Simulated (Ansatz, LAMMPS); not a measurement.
# Structural relaxation of amorphous 75SiO2-25TiO2 (mol %) (96 atoms), part 4 of 4

How does amorphous 75SiO2-25TiO2 (mol %) (96 atoms) relax, and what do bonds, charges and levels look like afterwards?

Ansatz 0.2.0; Kohn-Sham DFT, PBE, PAW (set soft_2), plane waves.

The cell: 24 Si, 8 Ti and 64 O. The quench rate of 50 K/ps is many orders above laboratory rates. The starting topology of bonds comes from the classical model. Only the Γ point is sampled in the main run, in a cell whose shortest periodic width is 11 Å.

So far. Step 4 (Cell and atoms relaxed): The relaxation changed the energy by -57.9 meV/atom, and atoms moved by 0.37 Å r.m.s., 1.1 Å at most. Step 7 (K-mesh 2×2×2): Forces differ from those of the single point at the relaxed geometry by 3.8 meV/Å r.m.s.; the energy by -0.52 meV/atom. It took 2.5 min and 12 cycles; the reference's time can't be set against it, since the two runs asked for unlike analyses.

### Step 8. Functional HSE06

HSE06 mixes in a quarter of exact exchange at short range, which counters self-interaction, at a higher cost.

This step: Kohn-Sham DFT, HSE06, PAW (set soft_2), plane waves (Ansatz 0.2.0).

The input, input.yaml:

```yaml
crystal:
  lattice:
    - [11.46322, 0.12323, -0.05547]
    - [0.12323, 11.04182, 0.55911]
    - [-0.05547, 0.55911, 11.17576]
  atoms:
    [... the 96 atom lines of step 6 ...]
kpoints:
  mp_grid: { grid: [1, 1, 1] }
hamiltonian:
  xc: hse06
scf:
  occupations: { method: fermi_dirac, width: 0.025 }
output:
  forces: true
  stress: true
  populations: true
  dos:
    method: { smearing: { sigma: 0.08 } }
    de: 0.05
    projected: { site_lists: { O: [O], Si: [Si], Ti: [Ti] } }
  eigenvalues: true
```

On the command line:

```sh
> ansatz run input.yaml --threads 4 --pin off --max-ram 8192MiB --backend cpu --events-out ev --progress --plain --runs-dir out
```

Numbers of over 12 decimals in the logs are rounded to 6 here.

The program printed:

```text
Warning: output.stress: scf.convergence.dr2_threshold = 1e-7 eV (the SCF's general default) is looser than the 1.6e-9 eV advised for a printed stress (1e-10 eV for each atom of the cell: 96, of which 16 are counted). What an SCF threshold leaves in a stress goes as its square root, and in the free energy as the threshold itself, and one threshold admits the most on a small cell: [...]
Warning: output.stress: scf.exx.energy_threshold = 1e-6 eV is looser than the 1.6e-7 eV advised for a stress under a hybrid functional (1e-8 eV for each atom of the cell: 96, of which 16 are counted). Every SCF of the exchange loop can meet its threshold on dr2 while the loop round them stops early: [...]
exact exchange: scf.exx.singularity resolves to wigner_seitz, which cuts the screened interaction at the faces of the exchange supercell's Wigner-Seitz cell, so that each pair interacts once, at the shortest of its separations (the periodic images that this leaves out come, [...]
[...]
Crystal: 96 atoms, lattice volume = 1410.775 Å³
Basis set: ecut = 420 eV, 27555 PW (Γ), exchange–correlation on 160×150×150 points (8 copies of the dense FFT grid, shifted against one another)
Bands: 384, of which v1, the nominal top of the filled ones, is band 288 counted from 1 (287 counted from 0)
Symmetry: 1 space group operations
[...]
k-points: 1
[...]
SCF iter   1: F=—  HF=-71678.821399 eV  |F-HF|=—  |Δ(HF+E_count)|=         —  Δρ=3.30e-3  dr2=2.32e-1  ethr=1.77e-3  ⟨swp⟩=15.0  Hψ=2075  notcnv=0
[...]
SCF iter   5: F=—  HF=-71678.821783 eV  |F-HF|=—  |Δ(HF+E_count)|=   2.79e-4  Δρ=4.04e-4  dr2=2.17e-3  ethr=1.50e-6  ⟨swp⟩=4.0  Hψ=736  notcnv=0  defer=7
SCF iter   6: F=-71678.821973 eV  HF=-71678.821914 eV  |F-HF|=5.94e-5  |Δ(HF+E_count)|=   1.31e-4  Δρ=1.41e-4  dr2=1.47e-4  ethr=3.76e-7  ⟨swp⟩=4.0  Hψ=705  notcnv=0  defer=7
SCF 1 stopped early in 6 iterations: F = -71678.821973 eV  dr2 = 1.47e-4
[...]
Exchange kernel: α = 0.2500, screened, ω = 0.2079 Å⁻¹, Wigner–Seitz truncation, v(0) = 956.0229 eV·Å³, q-mesh 1×1×1, nearest image of the exchange supercell L = 11.06 Å, pair-density grid 60×54×54, without the augmentation charges, whose exchange is taken in its separable form (sized by the pseudopotential files, 80×75×75 at the most)
Frozen-core exchange: fock
SCF iter   1: F=—  HF=-71680.409493 eV  |F-HF|=—  |Δ(HF+E_count)|=         —  Δρ=1.73e-2  dr2=6.49e0  ethr=2.56e-7  ⟨swp⟩=19.0  Hψ=2357  notcnv=0
[...]
SCF iter   8: F=—  HF=-71679.107105 eV  |F-HF|=—  |Δ(HF+E_count)|=   4.16e-4  Δρ=1.20e-4  dr2=2.63e-4  ethr=2.56e-7  ⟨swp⟩=6.0  Hψ=753  notcnv=0
SCF iter   9: F=-71679.107036 eV  HF=-71679.107060 eV  |F-HF|=2.32e-5  |Δ(HF+E_count)|=   4.52e-5  Δρ=5.02e-5  dr2=8.50e-5  ethr=3.60e-8  ⟨swp⟩=4.0  Hψ=693  notcnv=0
SCF 2 stopped early in 9 iterations: F = -71679.107036 eV  dr2 = 8.50e-5
  Residual-converged pass: ⟨swp⟩=4.0  Hψ=1156  notcnv=0  max |occ|·‖R‖ = 5.2e-6 eV (tolerance 6.7e-6 eV)  dr2=8.40e-5  dr2_onsite=3.21e-6  max |Δocc| = 0.0e0
[...]
hybrid outer 1: dexx = +3.083e-1 eV, tail = 5.97e-4 eV
[...]
Frozen-core exchange: fock
SCF iter   1: F=—  HF=-71679.100526 eV  |F-HF|=—  |Δ(HF+E_count)|=         —  Δρ=1.08e-4  dr2=2.01e-4  ethr=5.18e-7  ⟨swp⟩=16.0  Hψ=1081  notcnv=0
[...]
SCF iter   6: F=—  HF=-71679.100498 eV  |F-HF|=—  |Δ(HF+E_count)|=   2.42e-7  Δρ=3.40e-6  dr2=1.76e-7  ethr=1.40e-11  ⟨swp⟩=9.0  Hψ=1175  notcnv=0  defer=12
SCF iter   7: F=-71679.100498 eV  HF=-71679.100498 eV  |F-HF|=1.01e-8  |Δ(HF+E_count)|=   3.46e-8  Δρ=8.55e-7  dr2=1.14e-8  ethr=1.40e-11  ⟨swp⟩=6.0  Hψ=852  notcnv=0  defer=7
SCF 3 converged in 7 iterations: F = -71679.100498 eV  dr2 = 1.14e-8
[...]
hybrid outer 2: dexx = +7.929e-6 eV, tail = 1.16e-7 eV, Δε = 8.84e-3 eV (about 1.51e-4 eV left of the loop's levels), ΔF = 2.51e-2 eV/Å (tail 2.26e-3)
[...]
Frozen-core exchange: fock
SCF iter   1: F=—  HF=-71679.100498 eV  |F-HF|=—  |Δ(HF+E_count)|=         —  Δρ=1.47e-6  dr2=3.01e-8  ethr=1.01e-10  ⟨swp⟩=20.0  Hψ=1285  notcnv=9
[...]
SCF iter   2: F=-71679.100498 eV  HF=-71679.100498 eV  |F-HF|=2.15e-9  |Δ(HF+E_count)|=   8.41e-9  Δρ=6.04e-7  dr2=3.63e-9  ethr=5.15e-12 (applied; sched 4.82e-12)  ⟨swp⟩=5.0  Hψ=693  notcnv=0  defer=1
SCF 4 converged in 2 iterations: F = -71679.100498 eV  dr2 = 3.63e-9
[...]
hybrid SCF converged: 3 outer / 18 inner (+6 warm-up), last move |dexx| = 3.73e-9 eV, tail = 7.95e-9 eV
Stability not checked: this state was not tested for a lower state beside it, because the functional holds exact exchange (a hybrid, or Hartree-Fock), whose exchange loop this test does not read (fock_operator; see scf.lower_state_search)
Free energy (F): -71679.100498 eV
Frozen-core exchange: fock
[...]
Internal energy: -71679.100498 eV  (E = F + TS)
E sigma→0 (E₀):  -71679.100498 eV
Fermi energy:    3.278485 eV
[...]
Σ components = -71679.100498   (vs F -71679.100498, Δ=0.00e0)
--- Forces (eV/Å), atoms counted from 1 ---
  atom   1  Si     0.12897727    -0.05964466     0.02260709
  atom   2  Si    -0.10402062     0.04109865    -0.03463111
  atom   3  Si     0.04972615    -0.05943612    -0.08522246
  atom   4  Si     0.02256760    -0.01456676    -0.00803469
[...]
atom  96  O      0.07544126    -0.15789070     0.10061847
  max |Σ_I F_I| component: 9.73e-5 eV/Å
--- Stress (GPa, compression-positive) ---
       -4.910308       0.038414      -0.079347
        0.038412      -4.920935      -0.004259
       -0.079344      -0.004257      -4.787049
  P = ⅓ Tr σ = -4.8728 GPa (-48.728 kbar)
--- Band table (eV) ---
[...]
--- Löwdin populations: 96 sites ---
  site symbol       q [e]
     0     Si      2.1462
     1     Si      2.1934
     2     Si      2.1688
[...]
95      O      6.8124
  spilling = 0.010703 (of n_electrons = 576.000000)
```

It took 4.4 min on 4 threads of Intel Xeon Platinum 8488C (Sapphire Rapids), shared host; peak memory 4.4 GiB; 17 min of CPU time.

The program notes that the exchange threshold is loose for the stress and the SCF threshold is loose for the stress.

Geometry and reference: those of the single point at the relaxed geometry.

Forces differ from those of the single point at the relaxed geometry by 190 meV/Å r.m.s.; the pressure by -4.9 GPa and the gap by +1.6 eV. It took 4.4 min and 24 cycles; the reference's time can't be set against it, since the two runs asked for unlike analyses.

Read from the output:

```
free energy                                      : -71679.1005 eV
free energy per atom                             : -746.6573 eV/atom
SCF cycles                                       : 24
pressure                                         : -4.873 GPa
r.m.s. force component                           : 0.1894 eV/Å
longest force                                    : 0.635 eV/Å
Fermi energy                                     : 3.278 eV
gap (highest filled to lowest empty level) : 3.776 eV
spilling of the projection                       : 0.0107
```

Length of the force by element and coordination:

```csv
element,coordination,atoms,mean length of the force (eV/Å),spread,least,most
O,all,64,0.356,0.120,0.0844,0.595
O,2,61,0.360,0.120,0.0844,0.595
O,3,3,0.261,0.0734,0.202,0.364
Si,all,24,0.0986,0.0329,0.028,0.156
Ti,all,8,0.321,0.167,0.129,0.635
Ti,3,1,0.635,0,0.635,0.635
Ti,4,4,0.217,0.105,0.129,0.394
Ti,5,2,0.318,0.110,0.208,0.428
Ti,6,1,0.431,0,0.431,0.431
```

Löwdin charges by element and coordination (they lack the spilled electrons, 0.064 e an atom on average):

```csv
element,coordination,atoms,mean charge (e),spread,least,most
O,all,64,-0.786,0.0492,-0.873,-0.644
O,2,61,-0.783,0.0488,-0.844,-0.644
O,3,3,-0.836,0.0267,-0.873,-0.812
Si,all,24,1.82,0.0229,1.78,1.85
Ti,all,8,1.60,0.0206,1.57,1.62
Ti,3,1,1.62,0,1.62,1.62
Ti,4,4,1.60,0.0114,1.58,1.61
Ti,5,2,1.60,0.0279,1.57,1.62
Ti,6,1,1.57,0,1.57,1.57
```

States in the cell by windows of 1 eV, zero at the Fermi level; the larger projections on atomic orbitals stand beside the total:

```csv
from (eV),to (eV),total,O p,Ti d,Si p
-14,-13,0.0,0.0,0.0,0.0
-13,-12,2.0,1.3,0.0,0.1
-12,-11,9.1,6.1,0.0,0.4
-11,-10,14.1,9.7,0.1,1.0
-10,-9,13.1,9.3,0.1,1.4
-9,-8,25.8,19.6,0.2,4.6
-8,-7,33.5,25.3,1.7,4.6
-7,-6,37.1,28.9,2.7,3.2
-6,-5,64.8,54.9,4.3,2.6
-5,-4,79.3,71.5,3.6,1.7
-4,-3,72.7,68.2,1.9,0.9
-3,-2,30.7,29.4,0.4,0.2
-2,-1,2.0,1.9,0.0,0.0
-1,1,0.0,0.0,0.0,0.0
1,2,1.9,0.2,1.5,0.0
2,3,10.5,1.2,8.7,0.1
3,4,24.9,3.2,19.7,0.5
4,5,26.3,4.0,17.6,0.6
```

Between -26 and -14 eV lie 128 more states.

The stored curve holds about 512 of the 576 electrons; the rest, give or take the few that broadening carries across the Fermi level, lie in deeper levels below its range.

The levels nearest the highest filled one (over half full), pooled over k-points and spins:

```csv
level less the highest filled one (eV),occupation
-0.734,2
-0.694,2
-0.571,2
-0.358,2
-0.264,2
0,2
3.78,0
4.07,0
4.16,0
4.61,0
4.78,0
4.84,0
```

### Step 9. Functional r2SCAN (500 eV)

The meta-GGA r2SCAN uses the kinetic energy density as well as the density and its gradient. Besides, the cutoff goes from 420 to 500 eV.

This step: Kohn-Sham DFT, r2SCAN, PAW (set soft_2), plane waves (Ansatz 0.2.0).

input.yaml: that of step 8 with these lines changed.

```diff
@@ -10,3 +10,3 @@
 hamiltonian:
-  xc: hse06
+  xc: r2scan
 scf:
```

The program printed:

```text
[...]
Crystal: 96 atoms, lattice volume = 1410.775 Å³
Basis set: ecut = 500 eV, 35811 PW (Γ), exchange–correlation on 360×324×360 points (64 copies of the dense FFT grid, shifted against one another)
Bands: 384, of which v1, the nominal top of the filled ones, is band 288 counted from 1 (287 counted from 0)
Symmetry: 1 space group operations
[...]
k-points: 1
[...]
SCF iter   1: F=—  HF=-71879.244918 eV  |F-HF|=—  |Δ(HF+E_count)|=         —  Δρ=1.40e-2  dr2=3.65e0  dr2_τ=7.49e0  ethr=1.77e-3  ⟨swp⟩=5.0  Hψ=1546  notcnv=0  defer=59
[...]
SCF iter  11: F=—  HF=-71880.973469 eV  |F-HF|=—  |Δ(HF+E_count)|=   1.14e-6  Δρ=7.83e-6  dr2=9.58e-7  dr2_τ=1.26e-7  ethr=3.59e-10  ⟨swp⟩=2.0  Hψ=566  notcnv=0  defer=92
SCF iter  12: F=-71880.973470 eV  HF=-71880.973469 eV  |F-HF|=1.38e-7  |Δ(HF+E_count)|=   2.91e-7  Δρ=1.96e-6  dr2=7.36e-8  dr2_τ=6.08e-9  ethr=1.74e-11  ⟨swp⟩=14.0  Hψ=2352  notcnv=0
SCF 1 converged in 12 iterations: F = -71880.973470 eV  dr2 = 7.36e-8
[...]
SCF converged after 12 iterations
Free energy (F): -71880.973470 eV
[...]
Internal energy: -71880.973470 eV  (E = F + TS)
E sigma→0 (E₀):  -71880.973470 eV
Fermi energy:    3.457365 eV
[...]
Σ components = -71880.973470   (vs F -71880.973470, Δ=0.00e0)
--- Forces (eV/Å), atoms counted from 1 ---
  atom   1  Si     0.09881628    -0.02747524     0.04117635
  atom   2  Si    -0.05837223     0.02405060    -0.02494878
  atom   3  Si     0.03940412    -0.04782870    -0.03850888
  atom   4  Si    -0.00622865     0.01169769    -0.03009265
[...]
atom  96  O      0.06037404    -0.15836639     0.05252083
  max |Σ_I F_I| component: 1.80e-4 eV/Å
--- Stress (GPa, compression-positive) ---
       -4.309736       0.017170      -0.016242
        0.017171      -4.361372       0.008016
       -0.016242       0.008017      -4.314891
  P = ⅓ Tr σ = -4.3287 GPa (-43.287 kbar)
--- Band table (eV) ---
[...]
--- Löwdin populations: 96 sites ---
  site symbol       q [e]
     0     Si      2.1415
     1     Si      2.1897
     2     Si      2.1646
[...]
95      O      6.8135
  spilling = 0.010413 (of n_electrons = 576.000000)
```

Elapsed: 41 s, on 4 threads; peak memory 4.1 GiB; 2.6 min of CPU time.

Geometry and reference: those of the single point at the relaxed geometry.

Forces differ from those of the single point at the relaxed geometry by 146 meV/Å r.m.s.; the pressure by -4.3 GPa and the gap by +0.33 eV. It took 41 s and 12 cycles; the reference's time can't be set against it, since the two runs asked for unlike analyses.

### Step 10. Functional PBEsol

PBEsol restores the gradient expansion of exchange for slowly varying densities and usually gives shorter bonds in solids than PBE.

This step: Kohn-Sham DFT, PBEsol, PAW (set soft_2), plane waves (Ansatz 0.2.0).

input.yaml: that of step 9 with these lines changed.

```diff
@@ -10,3 +10,3 @@
 hamiltonian:
-  xc: r2scan
+  xc: pbesol
 scf:
```

The program printed:

```text
[...]
Crystal: 96 atoms, lattice volume = 1410.775 Å³
Basis set: ecut = 420 eV, 27555 PW (Γ), exchange–correlation on 160×150×150 points (8 copies of the dense FFT grid, shifted against one another)
Bands: 384, of which v1, the nominal top of the filled ones, is band 288 counted from 1 (287 counted from 0)
Symmetry: 1 space group operations
[...]
k-points: 1
[...]
SCF iter   1: F=—  HF=-70707.524425 eV  |F-HF|=—  |Δ(HF+E_count)|=         —  Δρ=1.17e-2  dr2=1.58e0  ethr=1.77e-3  ⟨swp⟩=5.0  Hψ=1546  notcnv=0  defer=60
[...]
SCF iter  12: F=—  HF=-70707.116370 eV  |F-HF|=—  |Δ(HF+E_count)|=   3.08e-7  Δρ=3.87e-6  dr2=2.47e-7  ethr=1.35e-10  ⟨swp⟩=2.0  Hψ=569  notcnv=0  defer=92
SCF iter  13: F=-70707.116370 eV  HF=-70707.116370 eV  |F-HF|=8.32e-9  |Δ(HF+E_count)|=   2.15e-8  Δρ=1.59e-6  dr2=4.31e-8  ethr=1.74e-11  ⟨swp⟩=14.0  Hψ=2354  notcnv=0
SCF 1 converged in 13 iterations: F = -70707.116370 eV  dr2 = 4.31e-8
[...]
SCF converged after 13 iterations
Free energy (F): -70707.116370 eV
[...]
Internal energy: -70707.116370 eV  (E = F + TS)
E sigma→0 (E₀):  -70707.116370 eV
Fermi energy:    3.591524 eV
[...]
Σ components = -70707.116370   (vs F -70707.116370, Δ=0.00e0)
--- Forces (eV/Å), atoms counted from 1 ---
  atom   1  Si    -0.00915578     0.02885499    -0.04428987
  atom   2  Si     0.06285903    -0.00020553     0.00783922
  atom   3  Si    -0.02757273     0.03429885    -0.09256629
  atom   4  Si    -0.05082687    -0.00916287     0.00670868
[...]
atom  96  O      0.05073785     0.00068071     0.02738704
  max |Σ_I F_I| component: 1.47e-4 eV/Å
--- Stress (GPa, compression-positive) ---
       -2.826352      -0.007076       0.001452
       -0.007076      -2.785569       0.027303
        0.001453       0.027303      -2.761942
  P = ⅓ Tr σ = -2.7913 GPa (-27.913 kbar)
--- Band table (eV) ---
[...]
--- Löwdin populations: 96 sites ---
  site symbol       q [e]
     0     Si      2.2341
     1     Si      2.2829
     2     Si      2.2563
[...]
95      O      6.7621
  spilling = 0.010564 (of n_electrons = 576.000000)
```

It took 15 s on 4 threads; peak memory 1.9 GiB; 57 s of CPU time.

Geometry and reference: those of the single point at the relaxed geometry.

Forces differ from those of the single point at the relaxed geometry by 72 meV/Å r.m.s.; the pressure by -2.8 GPa and the gap by +0.0072 eV.

### Step 11. The ladder side by side

Each row is set against the single point at the relaxed geometry (Kohn-Sham DFT, PBE, PAW (set soft_2), plane waves; r.m.s. force component 0.00689 eV/Å). Energies are set beside the reference only for runs with its functional, potentials and electron count. Times are for 4 threads of Intel Xeon Platinum 8488C (Sapphire Rapids), shared host. The reference's time includes grids, which some other runs skip.

```csv
run,"Δ force, r.m.s. (meV/Å)",Δ energy (meV/atom),Δ pressure (GPa),Δ gap (eV),cycles,time,host memory (GiB)
reference,-,-,-,-,12,18 s,1.9
k-mesh 2×2×2,3.83,-0.516,9.0e-4,-0.0017,12,2.5 min,6.3
functional HSE06,190,-,-4.87,1.60,24,4.4 min,4.4
functional r2SCAN (500 eV),146,-,-4.33,0.332,12,41 s,4.1
functional PBEsol,71.8,-,-2.79,0.0072,13,15 s,1.9
```

### Step 12. Results

```json
{"energy change in the relaxation": "-57.94 meV/atom", "r.m.s. displacement": "0.368 Å", "largest displacement": "1.05 Å", "free energy per atom": "-746.6537 eV/atom", "pressure": "0.001509 GPa", "r.m.s. force component": "0.00689 eV/Å", "gap (highest filled to lowest empty level)": "2.177 eV", "wall time of the 7 DFT runs": "12 min"}
```

What this shows: Relaxation lowers the energy by 57.9 meV/atom and moves atoms by 0.37 Å r.m.s.; the r.m.s. force component goes from 0.83 to 0.0069 eV/Å. Displacements are taken in the final cell, so they leave out its strain. By the final cutoffs 1 of 130 bonded pairs parted and 2 joined. The cell grew by 1.7 % in volume. From the first step to the last the energy fell by 5.562 eV, across changes of basis, and the largest move was 1.05 Å (O43). The O-Ti bonds change most in mean length: from 1.840 Å (spread 0.140) to 1.885 Å (spread 0.153), and their number from 34 to 35. With the cutoffs above, 95 % of O atoms have 2, all Si atoms have 4 and 50 % of Ti atoms have 4 bonded neighbours. Counting bonds to Si alone, not to Ti, 58 % of the oxygens join two of these atoms and 34 % one; 8 % join none. Between filled and empty levels lie 2.18 eV (at Γ alone); a semilocal functional tends to put such gaps too low. In a disordered cell it changes from sample to sample, and tail or defect levels can set it.

Among the changes of functional, dispersion, potentials or spin set against this reference, functional HSE06 moves the forces most, by 190 meV/Å r.m.s. The gap changes by +1.60 eV with HSE06.

What to keep in mind: The starting topology of bonds comes from the classical model; in DFT 1 of its 130 bonded pairs passed out of the cutoffs and 2 came within them.

[Logs are printed without paths, hosts, clocks, repeated set-up lines and the standing remarks that a program may print on its own settings, such as how far it seeks lower states.]

[Hosts, paths, dates, database ids (printed as entryN), source tags and the programs' standing remarks are cut or masked in the printed files.]
